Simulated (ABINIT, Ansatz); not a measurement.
# SiPbSe3 (Pm-3m): zone-centre phonons

Which modes does SiPbSe3 (Pm-3m) have at the zone centre?

Program: ABINIT 10.8.3. Level of theory: DFT LDA, scalar-relativistic, plane waves, HGH norm-conserving pseudopotentials. Results are calculated unless marked as measured.

The structure was built from a prototype and need not be the compound's stable phase.

## 1. Starting point

It takes space group Pm-3m (No. 221, cubic). The conventional cell has a = 4.617 Å, b = 4.617 Å, c = 4.617 Å, α = 90.00°, β = 90.00°, γ = 90.00°. Nearest to Pb lie 12 Se at 3.26 Å. Nearest to Si lie 6 Se at 2.31 Å. Se has 2 Si at 2.31 Å and 4 Pb at 3.26 Å nearest. Farther neighbours and most contacts between anions are not listed.

## 2. A probe with smearing

A first run with smearing and empty bands tells whether the crystal has a gap, which decides between fixed occupations and smearing later on.

Input file probe.abi:

```
# ground state
tolvrs 1.0d-08
prtden 1
prtwf 1

# basis, mesh and filling
ecut 20.0
ixc 7
ngkpt 4 4 4
nshiftk 1
shiftk 0.0 0.0 0.0
istwfk *1
occopt 7
tsmear 0.005
nband 20
nstep 100
diemac 9.0
prtebands 0
prtgsr 0

# cell and atoms
acell 3*1.0 Angstrom
rprim 
    4.6172 0.0 0.0
    0.0 4.6172 0.0
    0.0 0.0 4.6172
ntypat 3
znucl 82 14 34
natom 5
typat 1 2 3 3 3
xred 
    0.0 0.0 0.0
    0.5 0.5 0.5
    0.5 0.5 0.0
    0.5 0.0 0.5
    0.0 0.5 0.5
pp_dirpath "./pseudo"
pseudos "Pb.hgh, Si.hgh, Se.hgh"
```

Started as:

```
$ OMP_NUM_THREADS=1 mpirun -n 4 abinit probe.abi > probe.log
```

Numbers of over 12 decimals in the logs are rounded to 6 here.

probe.abo, the main output file:

```text
[banners, grids, parts of the stress and lines that vanish by symmetry left out]
- input  file    -> probe.abi
- output file    -> probe.abo
- root for input  files -> probei
[...]
Symmetries : space group Pm -3 m (#221); Bravais cP (primitive cubic)
[...]
mpw =        2897          nfft =       46656          nkpt =          10
[...]
== DATASET  1 ==================================================================
[...]
cutoff_energies: {ecut:  20.0, pawecutdg:  -1.0, }
[...]
Exchange-correlation functional for the present dataset will be:
  LDA: Perdew-Wang 92 LSD fit to Ceperley-Alder data - ixc=7
[...]
ETOT  1  -36.063428142114    -3.606E+01 1.471E-02 1.202E+02
 ETOT  2  -36.105299668121    -4.187E-02 1.028E-03 1.140E+00
 ETOT  3  -36.105790725473    -4.911E-04 4.987E-04 1.220E-01
 ETOT  4  -36.105842527276    -5.180E-05 1.505E-03 2.118E-03
 ETOT  5  -36.105843194934    -6.677E-07 3.365E-05 7.953E-05
 ETOT  6  -36.105843210003    -1.507E-08 1.738E-05 1.095E-06
 ETOT  7  -36.105843210272    -2.689E-10 1.124E-05 1.110E-08
 ETOT  8  -36.105843210275    -3.119E-12 8.876E-06 9.417E-11
 At SCF step    8       vres2   =  9.42E-11 < tolvrs=  1.00E-08 =>converged.
[...]
sigma(1 1)= -3.01255389E-04  sigma(3 2)=  0.00000000E+00
  sigma(2 2)= -3.01255389E-04  sigma(3 1)=  0.00000000E+00
  sigma(3 3)= -3.01255389E-04  sigma(2 1)=  0.00000000E+00
[...]
convergence: {deltae: -3.119E-12, res2:  9.417E-11, residm:  8.876E-06, diffor: null, }
etotal    :  -3.61058432E+01
[...]
sigma(1 1)= -3.01255389E-04  sigma(3 2)=  0.00000000E+00
  sigma(2 2)= -3.01255389E-04  sigma(3 1)=  0.00000000E+00
  sigma(3 3)= -3.01255389E-04  sigma(2 1)=  0.00000000E+00
[...]
- sigma(1 1)= -8.86323955E+00  sigma(3 2)=  0.00000000E+00
- sigma(2 2)= -8.86323955E+00  sigma(3 1)=  0.00000000E+00
- sigma(3 3)= -8.86323955E+00  sigma(2 1)=  0.00000000E+00
[...]
fcart     -0.0000000000E+00 -0.0000000000E+00 -0.0000000000E+00
           strten     -3.0125538908E-04 -3.0125538908E-04 -3.0125538908E-04
================================================================================

[key lines of the parts left out:]
pressure_GPa:   8.8632E+00
```

Wall time 5.2 s (4 MPI ranks of Arm Neoverse V1, shared host).

Numbers from this step:

| Property | Result |
| --- | --- |
| volume per atom | 19.69 Å³ |
| pressure | 8.863 GPa |
| gap on the k-mesh | 0 eV |

No gap opens on this mesh, so smearing is kept; the printed pressure holds the stress of the finite basis too.

## 3. Rough relaxation

The typed start is rough, so a first relaxation with smearing and loose thresholds takes it towards rest cheaply.

Input file prerelax.abi:

```
# relaxation
ionmov 2
optcell 2
dilatmx 1.15
chkdilatmx 0
ntime 40
tolmxf 3.0d-04
tolvrs 1.0d-10
prtwf 0
prtden 0
chksymtnons 0

# basis, mesh and filling
ecut 21.0
ecutsm 3.0
ixc 7
ngkpt 4 4 4
nshiftk 1
shiftk 0.0 0.0 0.0
istwfk *1
occopt 7
tsmear 0.005
nband 20
nstep 100
diemac 1000000.0
prtebands 0
prtgsr 0

# cell and atoms
acell 3*1.0 Angstrom
rprim 
    4.6172 0.0 0.0
    0.0 4.6172 0.0
    0.0 0.0 4.6172
ntypat 3
znucl 82 14 34
natom 5
typat 1 2 3 3 3
xred 
    0.0 0.0 0.0
    0.5 0.5 0.5
    0.5 0.5 0.0
    0.5 0.0 0.5
    0.0 0.5 0.5
pp_dirpath "./pseudo"
pseudos "Pb.hgh, Si.hgh, Se.hgh"
```

Started as:

```
$ OMP_NUM_THREADS=1 mpirun -n 4 abinit prerelax.abi > prerelax.log
```

prerelax.abo, the main output file:

```text
[banners, grids, parts of the stress and lines that vanish by symmetry left out]
- input  file    -> prerelax.abi
- output file    -> prerelax.abo
- root for input  files -> prerelaxi
[...]
Symmetries : space group Pm -3 m (#221); Bravais cP (primitive cubic)
[...]
mpw =        4697          nfft =       91125          nkpt =          10
[...]
== DATASET  1 ==================================================================
[...]
cutoff_energies: {ecut:  21.0, pawecutdg:  -1.0, }
[...]
Exchange-correlation functional for the present dataset will be:
  LDA: Perdew-Wang 92 LSD fit to Ceperley-Alder data - ixc=7
[...]
ETOT  1  -36.063419680771    -3.606E+01 1.845E-02 2.323E+02
 ETOT  2  -36.104244976690    -4.083E-02 2.078E-03 4.572E+00
 ETOT  3  -36.104805137840    -5.602E-04 6.891E-04 1.743E-01
 ETOT  4  -36.104843818741    -3.868E-05 3.614E-04 1.467E-03
[...]
ETOT  7  -36.118473837713     1.279E-13 8.322E-05 1.994E-12
 At SCF step    7       vres2   =  1.99E-12 < tolvrs=  1.00E-10 =>converged.
[...]
sigma(1 1)= -5.32681203E-08  sigma(3 2)=  0.00000000E+00
  sigma(2 2)= -5.32681203E-08  sigma(3 1)=  0.00000000E+00
  sigma(3 3)= -5.32681203E-08  sigma(2 1)=  0.00000000E+00
[...]
convergence: {deltae:  1.279E-13, res2:  1.994E-12, residm:  8.322E-05, diffor: null, }
etotal    :  -3.61184738E+01
[...]
At Broyd/MD step   5, gradients are converged :
[...]
sigma(1 1)= -5.32681203E-08  sigma(3 2)=  0.00000000E+00
  sigma(2 2)= -5.32681203E-08  sigma(3 1)=  0.00000000E+00
  sigma(3 3)= -5.32681203E-08  sigma(2 1)=  0.00000000E+00
[...]
- sigma(1 1)= -1.56720221E-03  sigma(3 2)=  0.00000000E+00
- sigma(2 2)= -1.56720221E-03  sigma(3 1)=  0.00000000E+00
- sigma(3 3)= -1.56720221E-03  sigma(2 1)=  0.00000000E+00
[...]
fcart     -0.0000000000E+00 -0.0000000000E+00 -0.0000000000E+00
           strten     -5.3268120287E-08 -5.3268120288E-08 -5.3268120288E-08
================================================================================

[key lines of the parts left out:]
pressure_GPa:   1.5672E-03
Total energy (etotal) [Ha]= -3.61184738377128E+01
```

The job ended after 45 s (4 MPI ranks).

Step by step:

```csv
step,energy less that of the first step (eV),largest force (eV/Å),volume (Å³)
1,0.0000,0.0000,98.43
2,-0.1680,0.0000,101.55
3,-0.3657,0.0000,109.75
4,-0.3708,0.0000,111.27
5,-0.3709,0.0000,111.44
```

| conventional cell, symmetrised | before | after | change |
| --- | --- | --- | --- |
| a (Å) | 4.617 | 4.812 | +4.2 % |
| b (Å) | 4.617 | 4.812 | +4.2 % |
| c (Å) | 4.617 | 4.812 | +4.2 % |
| volume (Å³/atom) | 19.69 | 22.29 | +13.2 % |

The relaxed structure:

```xyz
5
Lattice="4.8123 0.0000 0.0000 0.0000 4.8123 0.0000 0.0000 0.0000 4.8123" Properties=species:S:1:pos:R:3 pbc="T T T"
Pb    0.0000    0.0000    0.0000
Si    2.4061    2.4061    2.4061
Se    2.4061    2.4061    0.0000
Se    2.4061    0.0000    2.4061
Se    0.0000    2.4061    2.4061
```

This step gave:

| Quantity | Value |
| --- | --- |
| volume per atom | 22.29 Å³ |
| pressure | 0.001567 GPa |

The volume changes by +13.2 % in this run and stands +13.2 % from the first cell.

## 4. Rough relaxation

The cell changed much, so the rough relaxation is repeated on a basis made for the new cell.

prerelax.abi: that of step 3 with these lines changed.

```diff
@@ -31,5 +31,5 @@
 rprim 
-    4.6172 0.0 0.0
-    0.0 4.6172 0.0
-    0.0 0.0 4.6172
+    4.812281228 0.0 0.0
+    0.0 4.812281228 0.0
+    0.0 0.0 4.812281228
 ntypat 3
```

prerelax.abo, the main output file:

```text
[banners, grids, parts of the stress and lines that vanish by symmetry left out]
- input  file    -> prerelax.abi
- output file    -> prerelax.abo
- root for input  files -> prerelaxi
[...]
Symmetries : space group Pm -3 m (#221); Bravais cP (primitive cubic)
[...]
mpw =        5294          nfft =       91125          nkpt =          10
[...]
== DATASET  1 ==================================================================
[...]
cutoff_energies: {ecut:  21.0, pawecutdg:  -1.0, }
[...]
Exchange-correlation functional for the present dataset will be:
  LDA: Perdew-Wang 92 LSD fit to Ceperley-Alder data - ixc=7
[...]
ETOT  1  -36.068292557732    -3.607E+01 2.096E-02 2.323E+02
 ETOT  2  -36.115976474196    -4.768E-02 1.856E-03 1.435E+01
 ETOT  3  -36.118176559429    -2.200E-03 3.385E-04 1.182E+00
 ETOT  4  -36.118470166876    -2.936E-04 2.327E-04 1.911E-02
 ETOT  5  -36.118473638773    -3.472E-06 1.105E-04 1.479E-03
 ETOT  6  -36.118473836679    -1.979E-07 1.096E-04 1.010E-05
 ETOT  7  -36.118473837662    -9.834E-10 7.802E-05 3.417E-07
 ETOT  8  -36.118473837713    -5.074E-11 6.307E-05 7.359E-10
 ETOT  9  -36.118473837714    -1.009E-12 8.190E-05 6.254E-11
 At SCF step    9       vres2   =  6.25E-11 < tolvrs=  1.00E-10 =>converged.
[...]
sigma(1 1)= -5.34215409E-08  sigma(3 2)=  0.00000000E+00
  sigma(2 2)= -5.34215409E-08  sigma(3 1)=  0.00000000E+00
  sigma(3 3)= -5.34215409E-08  sigma(2 1)=  0.00000000E+00
[...]
convergence: {deltae: -1.009E-12, res2:  6.254E-11, residm:  8.190E-05, diffor: null, }
etotal    :  -3.61184738E+01
[...]
At Broyd/MD step   1, gradients are converged :
[...]
sigma(1 1)= -5.34215409E-08  sigma(3 2)=  0.00000000E+00
  sigma(2 2)= -5.34215409E-08  sigma(3 1)=  0.00000000E+00
  sigma(3 3)= -5.34215409E-08  sigma(2 1)=  0.00000000E+00
[...]
- sigma(1 1)= -1.57171600E-03  sigma(3 2)=  0.00000000E+00
- sigma(2 2)= -1.57171600E-03  sigma(3 1)=  0.00000000E+00
- sigma(3 3)= -1.57171600E-03  sigma(2 1)=  0.00000000E+00
[...]
fcart     -0.0000000000E+00 -0.0000000000E+00 -0.0000000000E+00
           strten     -5.3421540876E-08 -5.3421540875E-08 -5.3421540874E-08
================================================================================

[key lines of the parts left out:]
pressure_GPa:   1.5717E-03
Total energy (etotal) [Ha]= -3.61184738377140E+01
```

Wall time 11 s (4 MPI ranks); 45 s of CPU time.

Little changed from the start: no atom moved by 0.005 Å and no cell edge by 0.1 %.

Read from the output:

* pressure: 0.001572 GPa

The volume changes by +0.0 % in this run and stands +13.2 % from the first cell.

## 5. Relaxation

The harmonic expansion needs vanishing forces, and a free crystal bears no stress, so cell and atoms are brought to rest. Stress is more sensitive to the basis than forces are: the last 3 Ha under the cutoff are smoothed with ecutsm, and the cutoff is raised above that of the later runs.

Input file relax.abi:

```
# relaxation
ionmov 2
optcell 2
dilatmx 1.08
ntime 40
tolmxf 1.0d-05
tolvrs 1.0d-14
prtwf 0
prtden 0
chksymtnons 0

# basis, mesh and filling
ecut 26.0
ecutsm 3.0
ixc 7
ngkpt 6 6 6
nshiftk 1
shiftk 0.0 0.0 0.0
istwfk *1
occopt 3
tsmear 0.01
nband 20
nstep 100
diemac 1000000.0
prtebands 0
prtgsr 0

# cell and atoms
acell 3*1.0 Angstrom
rprim 
    4.812281231 0.0 0.0
    0.0 4.812281231 0.0
    0.0 0.0 4.812281231
ntypat 3
znucl 82 14 34
natom 5
typat 1 2 3 3 3
xred 
    0.0 0.0 0.0
    0.5 0.5 0.5
    0.5 0.5 0.0
    0.5 0.0 0.5
    0.0 0.5 0.5
pp_dirpath "./pseudo"
pseudos "Pb.hgh, Si.hgh, Se.hgh"
```

Started as:

```
$ OMP_NUM_THREADS=1 mpirun -n 4 abinit relax.abi > relax.log
```

relax.abo, the main output file:

```text
[banners, grids, parts of the stress and lines that vanish by symmetry left out]
- input  file    -> relax.abi
- output file    -> relax.abo
- root for input  files -> relaxi
[...]
Symmetries : space group Pm -3 m (#221); Bravais cP (primitive cubic)
[...]
mpw =        6031          nfft =      110592          nkpt =          20
[...]
== DATASET  1 ==================================================================
[...]
cutoff_energies: {ecut:  26.0, pawecutdg:  -1.0, }
[...]
Exchange-correlation functional for the present dataset will be:
  LDA: Perdew-Wang 92 LSD fit to Ceperley-Alder data - ixc=7
[...]
ETOT  1  -36.085500646463    -3.609E+01 2.092E-02 2.865E+02
 ETOT  2  -36.134464651679    -4.896E-02 6.903E-04 1.818E+01
 ETOT  3  -36.136878806325    -2.414E-03 2.437E-04 1.704E+00
 ETOT  4  -36.137259250142    -3.804E-04 3.301E-04 1.369E-02
 ETOT  5  -36.137260948356    -1.698E-06 1.008E-04 1.911E-03
[...]
At SCF step   11       vres2   =  9.09E-16 < tolvrs=  1.00E-14 =>converged.
[...]
sigma(1 1)= -1.51901093E-05  sigma(3 2)=  0.00000000E+00
  sigma(2 2)= -1.51901093E-05  sigma(3 1)=  0.00000000E+00
  sigma(3 3)= -1.51901093E-05  sigma(2 1)=  0.00000000E+00
[...]
convergence: {deltae:  6.324E-13, res2:  9.093E-16, residm:  2.539E-05, diffor: null, }
etotal    :  -3.61372611E+01
[...]
ETOT  1  -36.137261425344    -3.614E+01 1.368E-05 1.356E-01
[...]
At SCF step    9       vres2   =  3.07E-16 < tolvrs=  1.00E-14 =>converged.
[...]
sigma(1 1)= -1.20853150E-05  sigma(3 2)=  0.00000000E+00
  sigma(2 2)= -1.20853150E-05  sigma(3 1)=  0.00000000E+00
  sigma(3 3)= -1.20853150E-05  sigma(2 1)=  0.00000000E+00
[...]
convergence: {deltae: -4.405E-13, res2:  3.069E-16, residm:  1.454E-06, diffor: null, }
etotal    :  -3.61372752E+01
[...]
ETOT  1  -36.137083982457    -3.614E+01 3.560E-06 2.113E+00
[...]
At SCF step    9       vres2   =  5.10E-15 < tolvrs=  1.00E-14 =>converged.
[...]
sigma(1 1)= -1.19932400E-07  sigma(3 2)=  0.00000000E+00
  sigma(2 2)= -1.19932400E-07  sigma(3 1)=  0.00000000E+00
  sigma(3 3)= -1.19932400E-07  sigma(2 1)=  0.00000000E+00
[...]
convergence: {deltae: -2.771E-13, res2:  5.099E-15, residm:  1.143E-08, diffor: null, }
etotal    :  -3.61372997E+01
[...]
ETOT  1  -36.137299685881    -3.614E+01 9.362E-09 2.105E-04
[...]
ETOT  6  -36.137299707268     3.553E-14 5.741E-09 5.018E-13
 ETOT  7  -36.137299707268     5.187E-13 8.352E-09 2.548E-15
 At SCF step    7       vres2   =  2.55E-15 < tolvrs=  1.00E-14 =>converged.
[...]
sigma(1 1)= -8.93689297E-10  sigma(3 2)=  0.00000000E+00
  sigma(2 2)= -8.93689296E-10  sigma(3 1)=  0.00000000E+00
  sigma(3 3)= -8.93689296E-10  sigma(2 1)=  0.00000000E+00
[...]
convergence: {deltae:  5.187E-13, res2:  2.548E-15, residm:  8.352E-09, diffor: null, }
etotal    :  -3.61372997E+01
[...]
At Broyd/MD step   4, gradients are converged :
[...]
sigma(1 1)= -8.93689297E-10  sigma(3 2)=  0.00000000E+00
  sigma(2 2)= -8.93689296E-10  sigma(3 1)=  0.00000000E+00
  sigma(3 3)= -8.93689296E-10  sigma(2 1)=  0.00000000E+00
[...]
- sigma(1 1)= -2.62932469E-05  sigma(3 2)=  0.00000000E+00
- sigma(2 2)= -2.62932469E-05  sigma(3 1)=  0.00000000E+00
- sigma(3 3)= -2.62932469E-05  sigma(2 1)=  0.00000000E+00
[...]
fcart     -0.0000000000E+00 -0.0000000000E+00 -0.0000000000E+00
           strten     -8.9368929661E-10 -8.9368929596E-10 -8.9368929596E-10
================================================================================

[key lines of the parts left out:]
pressure_GPa:   2.6293E-05
Total energy (etotal) [Ha]= -3.61372997072677E+01
```

It took 69 s on 4 MPI ranks.

The steps of the relaxation:

| step | energy less that of the first step (eV) | largest force (eV/Å) | volume (Å³) |
| --- | --- | --- | --- |
| 1 | 0.0000 | 0.0000 | 111.44 |
| 2 | -0.0004 | 0.0000 | 111.60 |
| 3 | -0.0010 | 0.0000 | 112.19 |
| 4 | -0.0010 | 0.0000 | 112.20 |

```
conventional cell, symmetrised  before  after  change
                         a (Å)   4.812  4.823  +0.2 %
                         b (Å)   4.812  4.823  +0.2 %
                         c (Å)   4.812  4.823  +0.2 %
              volume (Å³/atom)   22.29  22.44  +0.7 %
```

Numbers from this step:

* volume per atom: 22.44 Å³
* pressure: 2.63e-5 GPa

The volume changes by +0.7 % in this run and stands +14.0 % from the first cell.

## 6. Self-consistent run for the response

First-order wavefunctions inherit every error of the ground state, hence the very tight tolvrs. Smearing stays on, as the first look found no gap above 0.3 eV.

Input file gs.abi:

```
# ground state
tolvrs 1.0d-16
prtden 1
prtwf 1

# basis, mesh and filling
ecut 20.0
ixc 7
ngkpt 6 6 6
nshiftk 1
shiftk 0.0 0.0 0.0
istwfk *1
occopt 3
tsmear 0.01
nband 20
nstep 100
diemac 1000000.0
prtebands 0
prtgsr 0

# cell and atoms
acell 3*1.0 Angstrom
rprim 
    4.82315431 0.0 0.0
    0.0 4.82315431 0.0
    0.0 0.0 4.82315431
ntypat 3
znucl 82 14 34
natom 5
typat 1 2 3 3 3
xred 
    0.0 0.0 0.0
    0.5 0.5 0.5
    0.5 0.5 0.0
    0.5 0.0 0.5
    0.0 0.5 0.5
pp_dirpath "./pseudo"
pseudos "Pb.hgh, Si.hgh, Se.hgh"
```

Started as:

```
$ OMP_NUM_THREADS=1 mpirun -n 4 abinit gs.abi > gs.log
```

gs.abo, the main output file:

```text
[banners, grids, parts of the stress and lines that vanish by symmetry left out]
- input  file    -> gs.abi
- output file    -> gs.abo
- root for input  files -> gsi
[...]
Symmetries : space group Pm -3 m (#221); Bravais cP (primitive cubic)
[...]
mpw =        3253          nfft =       64000          nkpt =          20
[...]
== DATASET  1 ==================================================================
[...]
cutoff_energies: {ecut:  20.0, pawecutdg:  -1.0, }
[...]
Exchange-correlation functional for the present dataset will be:
  LDA: Perdew-Wang 92 LSD fit to Ceperley-Alder data - ixc=7
[...]
ETOT  1  -36.079517851459    -3.608E+01 2.641E-02 1.643E+02
 ETOT  2  -36.128360919733    -4.884E-02 1.552E-03 1.002E+01
 ETOT  3  -36.130622176055    -2.261E-03 3.462E-04 9.422E-01
 ETOT  4  -36.130989108016    -3.669E-04 2.331E-04 8.374E-03
 ETOT  5  -36.130990953466    -1.845E-06 5.820E-05 1.137E-03
[...]
ETOT 11  -36.130991156520     4.263E-14 7.316E-06 4.432E-16
 ETOT 12  -36.130991156520     5.045E-13 8.715E-06 4.091E-18
 At SCF step   12       vres2   =  4.09E-18 < tolvrs=  1.00E-16 =>converged.
[...]
sigma(1 1)=  3.75286401E-05  sigma(3 2)=  0.00000000E+00
  sigma(2 2)=  3.75286401E-05  sigma(3 1)=  0.00000000E+00
  sigma(3 3)=  3.75286401E-05  sigma(2 1)=  0.00000000E+00
[...]
convergence: {deltae:  5.045E-13, res2:  4.091E-18, residm:  8.715E-06, diffor: null, }
etotal    :  -3.61309912E+01
[...]
sigma(1 1)=  3.75286401E-05  sigma(3 2)=  0.00000000E+00
  sigma(2 2)=  3.75286401E-05  sigma(3 1)=  0.00000000E+00
  sigma(3 3)=  3.75286401E-05  sigma(2 1)=  0.00000000E+00
[...]
- sigma(1 1)=  1.10413071E+00  sigma(3 2)=  0.00000000E+00
- sigma(2 2)=  1.10413071E+00  sigma(3 1)=  0.00000000E+00
- sigma(3 3)=  1.10413071E+00  sigma(2 1)=  0.00000000E+00
[...]
fcart     -0.0000000000E+00 -0.0000000000E+00 -0.0000000000E+00
           strten      3.7528640112E-05  3.7528640112E-05  3.7528640112E-05
================================================================================

[key lines of the parts left out:]
pressure_GPa:  -1.1041E+00
```

Run time: 14 s. Hardware: 4 MPI ranks.

This step gave:

| Item | Value |
| --- | --- |
| pressure | -1.104 GPa |

The cell stands at -1.1 GPa: the relaxation ran with a smoothed and higher cutoff, and the difference is a stress of the finite basis.

[end of part 1 of 4]

[Host names and launcher messages were left out of these logs when they were recorded.]

[Logs are printed without paths, hosts, clocks, repeated set-up lines and the standing remarks that a program may print on its own settings, such as how far it seeks lower states.]

[Hosts, paths, dates, database ids (printed as entryN), source tags and the programs' standing remarks are cut or masked in the printed files.]
